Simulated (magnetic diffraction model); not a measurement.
**TmPb: what an assumed order does to the neutron pattern**

Space group P6_3/mmc (no. 194), a = 3.3770 Å, c = 11.5060 Å.

| site | atom | x | y | z |
| --- | --- | --- | --- | --- |
| 2c | Pb | 1/3 | 2/3 | 1/4 |
| 2a | Tm | 0 | 0 | 1/2 |

The compound is invented for this exercise: a known structure type with other elements, its cell scaled to their sizes and not relaxed.

Only Tm is taken to order (form factors of Tm3+); orders and moment sizes are assumed, and not adapted to the symmetry. Radiation: neutrons of λ = 4.2 Å, 5° to 90°; isotropic B of 0.53 Å² (Pb) and 0.47 Å² (Tm). Simulated constant-wavelength pattern: nuclear and magnetic terms add, the magnetic one as |2.695 fm × Σ f S⊥ exp(2πi Q·r) exp(−B s²)|², summed over all Q at one angle with the factor 1/(sin²θ cos θ). For collinear order S is the moment m, which repeats by lattice and centring translations R with the sign exp(−2πi k·R). Free-ion form factors, Sears's scattering lengths of 1992, no absorption; a label names one of the reflections at its angle. The strongest nuclear line in the range is 100, and lines under 0.2 are left out.

Assume the order k = (0 0 1/2), collinear moments along [100], 3.23 μB on Tm; signs + at (0, 0, 1/2), − at (0, 0, 0).

Predict the pattern, nuclear and magnetic parts apart.

| 2θ (°) | index | nuclear | magnetic |
| --- | --- | --- | --- |
| 10.47 | (0 0 1/2) | 0.0 | 10463.1 |
| 31.78 | (0 0 3/2) | 0.0 | 1168.0 |
| 42.82 | (0 0 2) | 100.0 | 0.0 |
| 54.30 | (0 0 5/2) | 0.0 | 428.2 |
| 79.40 | (0 0 7/2) | 0.0 | 231.5 |

The strongest magnetic line in the range is (0 0 1/2) at 10.47° (10463.1). On top of the Lorentz factor, which all lines share, magnetic lines fade with angle because f falls: for Tm3+ it is 0.97, 0.87, 0.75 and 0.49 at sin θ/λ = 0.1, 0.2, 0.3 and 0.5 Å⁻¹, while nuclear lengths stay constant. The order has no net moment.
